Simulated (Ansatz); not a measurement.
**Nb2NF2 monolayer: a soft mode frozen in**

Wanted: the energy along a soft mode of Nb2NF2 monolayer and the structure at the end.

Program: Ansatz 0.2.0. Level of theory: DFT PBE, scalar-relativistic, plane waves, PAW; PAW set soft_1. Results are calculated unless marked as measured.

**1. Starting point**

The cell holds 5 atoms: 1 N, 2 Nb and 2 F. Its edges and angles: a = 3.274 Å, b = 3.274 Å, c = 33.200 Å, α = 90.0°, β = 90.0°, γ = 120.0°. Vacuum lies along c.

**2. Response at finite wavevector**

The cell comes from relaxations at this level that are not shown. Stability and thermal properties need the whole zone. Linear response on a 6×6×1 q mesh gives force constants as far as a supercell of that size would.

File input.yaml:

```yaml
crystal:
  lattice:
    - [3.2736513786, 0.0, 0.0]
    - [-1.6368256893, 2.835065257, 0.0]
    - [0.0, 0.0, 33.2]
  atoms:
    - { symbol: "N", position: [0.0, 0.0, 0.3012048193] }
    - { symbol: Nb, position: [0.3333333333, 0.6666666667, 0.3318222846] }
    - { symbol: Nb, position: [0.6666666667, 0.3333333333, 0.270587354] }
    - { symbol: F, position: [0.6666666667, 0.3333333333, 0.3715011905] }
    - { symbol: F, position: [0.3333333333, 0.6666666667, 0.230908448] }
  periodic: [true, true, false]
kpoints:
  mp_grid: { grid: [12, 12, 1] }
hamiltonian:
  xc: pbe
  pseudopotentials: { kind: paw, azcp: { folder: soft_1 } }
scf:
  occupations: { method: methfessel_paxton, width: 0.2 }
output:
  eigenvalues: true
phonons:
  method: dfpt
  qmesh: [6, 6, 1]
  temperatures: { t_max: 1000, t_step: 50 }
  qpath:
    path:
      - [0.0, 0.0, 0.0]
      - [0.5, 0.0, 0.0]
      - [0.33333333, 0.33333333, 0.0]
      - [0.0, 0.0, 0.0]
    npoints: 10
```

Launch:

```bash
ansatz run input.yaml --threads 4 --pin off --max-ram 16384MiB --backend cpu --events-out ev --progress --plain --runs-dir out
```

Numbers of over 12 decimals in the logs are rounded to 6 here.

The program printed:

```text
Warning: crystal.symmetry: narrowed to the stabiliser of the run's FFT grids — unitary ops 12 → 6. A phonons.method: dfpt run fills in the rows of the dynamical matrix that it does not solve by its symmetry operations, which is exact only for operations that map its FFT grids onto themselves: filled in by any other, the frequencies could depend on the order in which like atoms are typed, or, by more than the grids' own error, on where the crystal sits among the grids' points. Excluded: 6 operations. The run can therefore solve more perturbations, solve them on more k-points, or both, and cost more. [rest of the remark cut]
Engine: ansatz 0.2.0, aarch64-unknown-linux-gnu
Pseudopotentials: kind: paw
Pseudopotential: N, paw, valence charge 5, recommended cutoff 420 eV (normal), soft_1/N.paw.azcp
Pseudopotential: Nb, paw, valence charge 13, recommended cutoff 420 eV (normal), soft_1/Nb.paw.azcp
Pseudopotential: F, paw, valence charge 7, recommended cutoff 420 eV (normal), soft_1/F.paw.azcp
Functional definition: PBE
  parameter kappa = 0.804
  parameter beta = 0.066725
  exchange = pbe_x(kappa = kappa, mu = beta*pi^2/3)
  correlation = pbe_c(beta = beta)
Crystal: 5 atoms, lattice volume = 308.130 Å³
Basis set: ecut = 420 eV, 6135 PW (Γ), exchange–correlation on 48×48×450 points (8 copies of the dense FFT grid, shifted against one another)
Bands: 28, of which v1, the nominal top of the filled ones, is band 23 counted from 1 (22 counted from 0)
Symmetry: 12 space group operations
k-points: 19 of 144 (irreducible under 6 space group operations, time reversal used)
Non-local potential: N, projectors of the file, l = 0: 2, l = 1: 2, l = 2: 1
Non-local potential: Nb, projectors of the file, l = 0: 3, l = 1: 2, l = 2: 2, l = 3: 1
Non-local potential: F, projectors of the file, l = 0: 2, l = 1: 2, l = 2: 1
PAW form: soft (Blöchl's): semilocal exchange-correlation on the pseudo side does not see the compensation charge
PAW one-centre angular grid: N, 110 points (default); XC on 64 Gauss nodes
PAW one-centre angular grid: Nb, 590 points (default); XC on 64 Gauss nodes
PAW one-centre angular grid: F, 110 points (default); XC on 64 Gauss nodes
Initial density: superposition of atomic densities (neutral atoms: chi_scale 0, normalization atom)
Initial wavefunctions: pseudopotential atomic-orbital guess
Functional: x = pbe(κ = 0.804, μ = 0.219515), c = pbe(β = 0.066725)
SCF iter   1: F=—  HF=-11114.412355 eV  |F-HF|=—  |Δ(HF+E_count)|=         —  Δρ=7.24e-2  dr2=2.17e1  ethr=3.10e-3  ⟨swp⟩=11.1  Hψ=3685  notcnv=0
preconditioner: auto → LDOS  [metal: Δε(μ)=0.034 eV  Ē_g=10.354 eV  σ=0.200 eV  W_gap=0.14  n_scr=20 (ndim 8)  ℏωp=10.6 eV  f_vac=0.773  D(μ)=3.27/eV (n_scr^D=14)  β→1.0]
SCF iter   2: F=—  HF=-11110.048452 eV  |F-HF|=—  |Δ(HF+E_count)|=    4.36e0  S|Δr|=    0.00e0  Δρ=4.91e-2  dr2=5.30e0  ethr=3.10e-3  ⟨swp⟩=5.4  Hψ=1911  notcnv=0  defer=11
SCF iter   3: F=—  HF=-11108.881897 eV  |F-HF|=—  |Δ(HF+E_count)|=    1.17e0  S|Δr|=    0.00e0  Δρ=2.23e-2  dr2=9.91e-1  ethr=3.10e-3  ⟨swp⟩=4.7  Hψ=1869  notcnv=0  defer=10
SCF iter   4: F=—  HF=-11108.596815 eV  |F-HF|=—  |Δ(HF+E_count)|=   2.85e-1  S|Δr|=    0.00e0  Δρ=3.76e-3  dr2=3.09e-2  ethr=2.20e-3  ⟨swp⟩=3.0  Hψ=1164  notcnv=0  defer=9
SCF iter   5: F=—  HF=-11108.597952 eV  |F-HF|=—  |Δ(HF+E_count)|=   1.14e-3  S|Δr|=    0.00e0  Δρ=7.55e-4  dr2=1.50e-3  ethr=6.86e-5  ⟨swp⟩=3.2  Hψ=1178  notcnv=0  defer=9
SCF iter   6: F=—  HF=-11108.597564 eV  |F-HF|=—  |Δ(HF+E_count)|=   3.88e-4  S|Δr|=    0.00e0  Δρ=2.56e-4  dr2=9.36e-5  ethr=3.34e-6  ⟨swp⟩=4.0  Hψ=1296  notcnv=0  defer=9
SCF iter   7: F=—  HF=-11108.597597 eV  |F-HF|=—  |Δ(HF+E_count)|=   3.33e-5  S|Δr|=    0.00e0  Δρ=4.58e-5  dr2=4.32e-6  ethr=2.08e-7  ⟨swp⟩=3.7  Hψ=1270  notcnv=0  defer=9
SCF iter   8: F=—  HF=-11108.597426 eV  |F-HF|=—  |Δ(HF+E_count)|=   1.72e-4  S|Δr|=    0.00e0  Δρ=1.34e-5  dr2=4.51e-7  ethr=9.60e-9  ⟨swp⟩=3.8  Hψ=1306  notcnv=0  defer=9
SCF iter   9: F=—  HF=-11108.597426 eV  |F-HF|=—  |Δ(HF+E_count)|=   2.55e-7  S|Δr|=    0.00e0  Δρ=1.95e-6  dr2=6.77e-9  ethr=1.00e-9  ⟨swp⟩=3.3  Hψ=1146  notcnv=0  defer=9
SCF iter  10: F=—  HF=-11108.597426 eV  |F-HF|=—  |Δ(HF+E_count)|=   1.10e-7  S|Δr|=    0.00e0  Δρ=5.31e-7  dr2=6.65e-10  ethr=1.50e-11  ⟨swp⟩=3.9  Hψ=1388  notcnv=0  defer=9
SCF iter  11: F=—  HF=-11108.597426 eV  |F-HF|=—  |Δ(HF+E_count)|=   1.65e-8  S|Δr|=    0.00e0  Δρ=1.27e-7  dr2=3.37e-11  ethr=1.48e-12  ⟨swp⟩=3.6  Hψ=1281  notcnv=0  defer=9
SCF iter  12: F=-11108.597426 eV  HF=-11108.597426 eV  |F-HF|=7.09e-11  |Δ(HF+E_count)|=  5.26e-10  S|Δr|=    0.00e0  Δρ=2.50e-8  dr2=1.19e-12  ethr=1.00e-12  ⟨swp⟩=19.2  Hψ=4711  notcnv=0
SCF 1 converged in 12 iterations: F = -11108.597426 eV  dr2 = 1.19e-12
  greatest PAW one-centre occupation: 0.998 electrons in one spin orbital (limit 2), on the Nb atom at site 2 (counted from 0), in its partial waves of l = 0
phonons: the bands overlap, so this run is a metal and interpolates without the dipole-dipole term. If the crystal is really an insulator or semiconductor, its LO-TO splitting is missing
NSCF: frozen V_eff on 19 k-points
NSCF: frozen V_eff on 43 k-points
DFPT response loops at q = (0, 0, 0) (fractional): preconditioner auto → none (partly filled bands, converged f_vac=0.785); β = 0.50; Broyden in place of MSR1
NSCF: frozen V_eff on 156 k-points
DFPT response loops at q = (0, 0.166667, 0) (fractional): mixed as the last ones told, above
NSCF: frozen V_eff on 156 k-points
DFPT response loops at q = (0, 0.333333, 0) (fractional): mixed as the last ones told, above
NSCF: frozen V_eff on 86 k-points
DFPT response loops at q = (0, -0.5, 0) (fractional): mixed as the last ones told, above
NSCF: frozen V_eff on 288 k-points
DFPT response loops at q = (0.166667, 0.166667, 0) (fractional): mixed as the last ones told, above
NSCF: frozen V_eff on 288 k-points
DFPT response loops at q = (0.166667, 0.333333, 0) (fractional): mixed as the last ones told, above
NSCF: frozen V_eff on 156 k-points
DFPT response loops at q = (0.333333, 0.333333, 0) (fractional): mixed as the last ones told, above
SCF converged after 12 iterations
Stability not checked: this state was not tested for a lower state beside it, because cold or Methfessel-Paxton smearing, or corrected tetrahedra, fill the levels in a way that the test cannot read (fill_not_monotonic; see scf.lower_state_search)
Free energy (F): -11108.597426 eV
Harris-Foulkes:  -11108.597426 eV  (|F-HF|=7.09e-11)
Internal energy: -11108.603404 eV  (E = F + TS)
E sigma→0 (E₀):  -11108.598921 eV
Entropy (-TS):   0.005978 eV (1.196 meV/atom)
Fermi energy:    -3.942369 eV
Step filling:    the computed levels leave a gap of 0.0628 eV = 0.3 smearing widths at the electron count; against every level under it full and every level over it empty, smearing changes F+E_penalty+E_count by +2.349 meV and its σ→0 estimate by +0.854 meV
--- Per-component energies (eV) ---
  E_band       = -1063.965044
  E_kinetic    = 1272.052578
  E_local      = -130639.731376  (includes V_loc(G=0)·N_el)
  E_nonlocal   = 400.154148
  E_hartree    = 64489.129603
  E_xc         = -545.013081
  E_vxc        = -674.434838  (∫ρ·V_xc dr)
  E_paw        = -6701.961542  (= ΣΔE_a)
  E_vpaw       = -400.267166  (= ΣTr[D̂ρ^β])
  E_aug_tail   = 0.002407  (compensation charges beyond the density's cutoff)
  E_ewald      = 60616.763860
  E_smearing   = 0.005978  (= −TS)
  E_closure    = -0.000000  (closes the sum)
  Σ components = -11108.597426   (vs F -11108.597426, Δ=0.00e0)
--- Band table (eV; the first three rows and the last of 19) ---
  k-point 0: bands = [... 19 lower, -9.8470, -6.1899, -6.1899, -4.0629, -3.6375, -2.7229, -2.7229, -2.3190, ... 1 higher]
  k-point 1: bands = [... 19 lower, -9.8177, -6.3166, -6.0604, -4.1091, -3.4627, -2.8398, -2.7295, -2.5680, ... 1 higher]
  k-point 2: bands = [... 19 lower, -9.7979, -6.5981, -5.7001, -4.2915, -3.3930, -2.6827, -2.6089, -2.4800, ... 1 higher]
  k-point 18: bands = [... 19 lower, -9.9513, -5.4019, -5.4019, -5.3624, -2.2863, -2.2863, -1.9612, -0.9358, ... 1 higher]
--- Phonons (Γ-DFPT): 10 representative perturbations + reference (Σ response iterations 56) ---
  ASR residual: 5.544e-5 → 0.000e0 eV/Å²; symmetrization residual: 6.489e-6 eV/Å²
  The last average, over the group as it would stand without the narrowing to the FFT grids, took up to 5.414e-6 eV/Å² of the zone centre's force constants
  ASR residual per site (eV/Å²): 5.54e-5 2.74e-5 1.65e-5 1.65e-5 1.89e-5
  Γ frequencies (cm⁻¹): 0.00 0.00 0.00 151.00 151.00 209.64 209.64 239.97 239.97 262.91 324.69 391.68 410.43 626.06 626.06
--- Phonons (arbitrary-q DFPT): 7 irreducible q on the 6×6×1 mesh ---
  q = [0.0000, 0.0000, 0.0000] (star 1, of the zone-centre solve; hermiticity 5.36e-7, symmetrization 8.42e-14, taken by the last average 2.23e-7): -0.00 0.00 0.00 151.00 151.00 209.64 209.64 239.97 239.97 262.91 324.69 391.68 410.43 626.06 626.06
  q = [0.0000, 0.1667, 0.0000] (star 6, 15 solved perturbations on 78 of 144 k-point pairs; hermiticity 6.17e-7, symmetrization 6.33e-11, taken by the last average 3.80e-7): -90.64 -43.58 41.33 121.76 147.68 216.01 221.06 231.21 232.83 253.75 340.98 370.65 380.95 619.83 626.01
  q = [0.0000, 0.3333, 0.0000] (star 6, 15 solved perturbations on 78 of 144 k-point pairs; hermiticity 6.39e-7, symmetrization 4.62e-11, taken by the last average 3.81e-7): -122.17 -49.65 124.38 154.03 172.01 209.12 217.31 223.83 226.23 260.84 328.22 347.77 416.03 630.74 634.94
  q = [0.0000, -0.5000, 0.0000] (star 3, 15 solved perturbations on 43 of 144 k-point pairs; hermiticity 3.13e-7, symmetrization 6.82e-11, taken by the last average 3.96e-7): -164.11 -78.52 162.73 172.49 200.34 205.26 214.88 215.07 217.14 245.70 317.72 349.49 437.07 617.75 633.08
  q = [0.1667, 0.1667, 0.0000] (star 6, 10 solved perturbations in 1110 linear systems a pass and spin channel, the states on 144 of 144 k-point pairs; hermiticity 2.72e-7, symmetrization 2.80e-10, taken by the last average 9.42e-7): -129.01 -53.13 117.66 135.05 170.37 212.33 219.35 220.95 230.84 261.63 335.25 346.03 401.46 630.24 632.52
  q = [0.1667, 0.3333, 0.0000] (star 12, 15 solved perturbations on 144 of 144 k-point pairs: no pair is spared here; hermiticity 6.18e-7, symmetrization 0.00e0, taken by the last average 5.02e-7): -144.88 -77.27 134.11 164.80 205.60 209.43 213.97 217.08 219.32 247.92 321.60 339.63 430.05 627.67 638.86
  q = [0.3333, 0.3333, 0.0000] (star 2, 10 solved perturbations in 545 linear systems a pass and spin channel, the states on 78 of 144 k-point pairs; hermiticity 8.49e-7, symmetrization 4.76e-7, taken by the last average 4.16e-7): -120.00 -16.43 -16.43 193.12 193.12 210.84 214.11 214.11 216.80 255.26 326.53 326.53 436.15 640.05 640.05
  sum rule: each row above includes the acoustic sum rule's correction from the zone centre's row sums; it moved no ω² by more than (1.04 cm⁻¹)²
  mesh force constants: q→R imaginary residual 2.81e-18; ASR residual 5.544e-5 → 0.000e0 eV/Å²; symmetrization residual 1.421e-14 eV/Å²
  interpolated dispersion: 31 rows × 15 modes
  density of states and harmonic sums: on the 24×24×1 q-mesh, interpolated from the force constants of a 6×6×1 supercell (no non-analytic term)
  largest difference from the sums on the solved wave vectors: F 3.19e-2 eV, S 4.14e-5 and C_V 9.42e-6 eV/K
  zero-point energy: 0.243353 eV/cell   skipped modes (ω ≤ 0): 122, of them read as no rigid motion or as one in doubt: 119 (1.969e0 modes/cell left out, lowest -164.11 cm⁻¹)   left out of the sums: 1.32e-1 of the cell's modes: C_V's classical limit lies that fraction below 3 k_B per atom; for a crystal, a wire or a layer, F and S can be off by more, and a phonons.interpolated_qmesh denser along its periods is the remedy for the sampling
```

Elapsed: 33 min, on 4 threads of Arm Neoverse V2, shared host; peak memory 2.8 GiB.

In the SCF lines HF is the Harris–Foulkes energy and dr2 the Hartree energy of the density residual, in eV; the loop may stop once dr2 is under the threshold and the program's other checks hold. Hψ counts applications of the Hamiltonian.

Numbers from this step:

| Property | Result |
| --- | --- |
| gap on the k-mesh | 0 eV |
| sum-rule residual before enforcement | 5.54e-5 eV/Å² |
| lowest frequency on the path | -164.1 cm⁻¹ |
| point group | -3m |
| highest frequency on the path or at a solved wavevector | 642.5 cm⁻¹ |
| area per atom | 1.856 Å² |
| highest optical mode at the zone centre (no LO-TO term) | 626.1 cm⁻¹ |
| lowest optical zone-centre mode | 151 cm⁻¹ |
| lowest mode on the q mesh (acoustic modes at Γ apart) | -164.1 cm⁻¹ |

Frequencies (cm⁻¹) solved at each irreducible wavevector; negative means imaginary. Frequencies by wavevector, by row:

| q in reciprocal lattice units | star | mode 1 | mode 2 | mode 3 | mode 4 | mode 13 | mode 14 | mode 15 |
| --- | --- | --- | --- | --- | --- | --- | --- | --- |
| 0 0 0 | 1 | 0 | 0 | 0 | 151 | 410.4 | 626.1 | 626.1 |
| 0 0.1667 0 | 6 | -90.6 | -43.6 | 41.3 | 121.8 | 380.9 | 619.8 | 626 |
| 0 0.3333 0 | 6 | -122.2 | -49.6 | 124.4 | 154 | 416 | 630.7 | 634.9 |
| 0 -0.5 0 | 3 | -164.1 | -78.5 | 162.7 | 172.5 | 437.1 | 617.8 | 633.1 |
| 0.1667 0.1667 0 | 6 | -129 | -53.1 | 117.7 | 135.1 | 401.5 | 630.2 | 632.5 |
| 0.1667 0.3333 0 | 12 | -144.9 | -77.3 | 134.1 | 164.8 | 430.1 | 627.7 | 638.9 |
| 0.3333 0.3333 0 | 2 | -120 | -16.4 | -16.4 | 193.1 | 436.1 | 640 | 640 |

Interpolated from a 6×6×1 q mesh. Phonon branches along the path, in cm⁻¹:

| point | branch 1 | branch 2 | branch 3 | branch 4 | branch 12 | branch 13 | branch 14 | branch 15 |
| --- | --- | --- | --- | --- | --- | --- | --- | --- |
| Γ | 0 | 0 | 0 | 151 | 392 | 410 | 626 | 626 |
| halfway | -82 | -80 | 88 | 136 | 348 | 394 | 626 | 631 |
| M | -164 | -78 | 163 | 172 | 350 | 437 | 618 | 633 |
| halfway | -146 | -88 | 133 | 178 | 339 | 434 | 624 | 640 |
| K | -120 | -16 | -16 | 193 | 326 | 436 | 640 | 640 |
| halfway | -129 | -53 | 118 | 135 | 346 | 402 | 630 | 632 |
| Γ | 0 | 0 | 0 | 151 | 392 | 410 | 626 | 626 |

Symmetry leaves 7 wavevectors to solve. The lowest mode among them, the acoustic zeros apart, lies at q = (0, -0.5, 0) and is imaginary, 164.1i cm⁻¹, so the energy falls along it.

**3. The mode frozen in, largest atomic shift 0 Å**

The mode followed lies at q = (0, -0.5, 0) with frequency 164.1i cm⁻¹, the softest among the wavevectors solved. At small amplitude the distorted cell has space group no. 11 by a symmetry search on the positions. The undistorted cell that holds it gives the zero of energy on the same k mesh.

System of this step: Nb2NF2 monolayer. The cell holds 10 atoms: 2 N, 4 Nb and 4 F. Its edges and angles: a = 3.274 Å, b = 5.670 Å, c = 33.200 Å, α = 90.0°, β = 90.0°, γ = 90.0°. It derives from Nb2NF2. Vacuum lies along c.

File input.yaml:

```yaml
crystal:
  lattice:
    - [3.2736513786, 0.0, 0.0]
    - [0.0, 5.670130514, 0.0]
    - [0.0, 0.0, 33.2]
  atoms:
    - { symbol: "N", position: [0.5, 0.5, 0.3012048193] }
    - { symbol: "N", position: [0.0, 0.0, 0.3012048193] }
    - { symbol: Nb, position: [1.0, 0.3333333333, 0.3318222846] }
    - { symbol: Nb, position: [0.5, 0.8333333333, 0.3318222846] }
    - { symbol: Nb, position: [0.5, 0.1666666667, 0.270587354] }
    - { symbol: Nb, position: [0.0, 0.6666666667, 0.270587354] }
    - { symbol: F, position: [0.5, 0.1666666667, 0.3715011905] }
    - { symbol: F, position: [0.0, 0.6666666667, 0.3715011905] }
    - { symbol: F, position: [1.0, 0.3333333333, 0.230908448] }
    - { symbol: F, position: [0.5, 0.8333333333, 0.230908448] }
  periodic: [true, true, false]
kpoints:
  mp_grid: { grid: [12, 6, 1] }
hamiltonian:
  xc: pbe
  pseudopotentials: { kind: paw, azcp: { folder: soft_1 } }
scf:
  occupations: { method: methfessel_paxton, width: 0.2 }
output:
  forces: true
  stress: true
  eigenvalues: true
```

The program printed:

```text
[...]
Crystal: 10 atoms, lattice volume = 616.259 Å³
Basis set: ecut = 420 eV, 12075 PW (Γ), exchange–correlation on 48×80×450 points (8 copies of the dense FFT grid, shifted against one another)
Bands: 55, of which v1, the nominal top of the filled ones, is band 45 counted from 1 (44 counted from 0)
Symmetry: 8 space group operations
[...]
k-points: 28 of 72
[...]
k-point 0: bands = [... 41 lower, -6.1928, -6.1917, -4.0654, -3.7786, -3.6463, -3.6397, -2.8488, -2.7257, ... 6 higher]
  k-point 1: bands = [... 41 lower, -6.3195, -6.0623, -4.1116, -4.0237, -3.9511, -3.4649, -2.8416, -2.7322, ... 6 higher]
  k-point 2: bands = [... 41 lower, -6.6008, -5.7019, -4.5704, -4.3137, -4.2940, -3.3951, -2.9569, -2.6853, ... 6 higher]
  k-point 27: bands = [... 41 lower, -7.5148, -3.7793, -3.7793, -3.6463, -3.6463, -2.8490, -2.8490, -2.3484, ... 6 higher]
[key lines of the parts left out:]
SCF converged after 9 iterations
Free energy (F): -22217.198151 eV
Fermi energy:    -3.945435 eV
P = ½ c Tr σ = 0.0220 N/m
```

Elapsed: 21 s, on 4 threads; peak memory 1.6 GiB.

This step gave:

```yaml
energy_from_the_undistorted_cell: 0 meV/atom
```

**4. The mode frozen in, largest atomic shift 0.22 Å**

The atoms are moved along the unstable eigenvector, the largest shift by 0.22 Å, with the cell fixed.

input.yaml, the sections that differ from step 3:

```yaml
crystal:
  lattice:
    - [3.2736513786, 0.0, 0.0]
    - [0.0, 5.670130514, 0.0]
    - [0.0, 0.0, 33.2]
  atoms:
    - { symbol: "N", position: [0.5, 0.5079700281, 0.307690016] }
    - { symbol: "N", position: [0.0, -0.0079700281, 0.2947196225] }
    - { symbol: Nb, position: [1.0, 0.3193903113, 0.3320492818] }
    - { symbol: Nb, position: [0.5, 0.8472763553, 0.3315952873] }
    - { symbol: Nb, position: [0.5, 0.1806096887, 0.2703603567] }
    - { symbol: Nb, position: [0.0, 0.6527236447, 0.2708143512] }
    - { symbol: F, position: [0.5, 0.1650022219, 0.3735699623] }
    - { symbol: F, position: [0.0, 0.6683311115, 0.3694324187] }
    - { symbol: F, position: [1.0, 0.3349977781, 0.2288396763] }
    - { symbol: F, position: [0.5, 0.8316688885, 0.2329772198] }
  periodic: [true, true, false]
# kpoints, hamiltonian, scf, output: as in step 3
```

The program printed:

```text
[...]
Crystal: 10 atoms, lattice volume = 616.259 Å³
Basis set: ecut = 420 eV, 12075 PW (Γ), exchange–correlation on 48×80×450 points (8 copies of the dense FFT grid, shifted against one another)
Bands: 55, of which v1, the nominal top of the filled ones, is band 45 counted from 1 (44 counted from 0)
Symmetry: 4 space group operations
[...]
k-points: 28 of 72
[...]
k-point 0: bands = [... 41 lower, -6.2228, -6.1775, -4.2950, -4.0044, -3.9829, -3.8566, -2.8508, -2.8435, ... 6 higher]
  k-point 1: bands = [... 41 lower, -6.3114, -6.1186, -4.4767, -4.3069, -4.1422, -3.4867, -2.9121, -2.8277, ... 6 higher]
  k-point 2: bands = [... 41 lower, -6.5441, -5.8138, -4.7957, -4.7248, -4.4987, -3.2493, -2.9143, -2.8370, ... 6 higher]
  k-point 27: bands = [... 41 lower, -7.4129, -3.9624, -3.9624, -3.8046, -3.8046, -3.1402, -3.1402, -2.2328, ... 6 higher]
[key lines of the parts left out:]
SCF converged after 10 iterations
Free energy (F): -22217.312033 eV
Fermi energy:    -4.135816 eV
P = ½ c Tr σ = -1.6097 N/m
```

Wall time 23 s (4 threads); peak memory 1.6 GiB; 88 s of CPU time.

Numbers from this step:

* energy from the undistorted cell: -11.16 meV/atom

The energy, extrapolated to zero smearing, is -11.16 meV/atom against the undistorted cell.

(Continued in part 2 of 3.)

[Logs are printed without paths, hosts, clocks, repeated set-up lines and the standing remarks that a program may print on its own settings, such as how far it seeks lower states.]

[Hosts, paths, dates, database ids (printed as entryN), source tags and the programs' standing remarks are cut or masked in the printed files.]
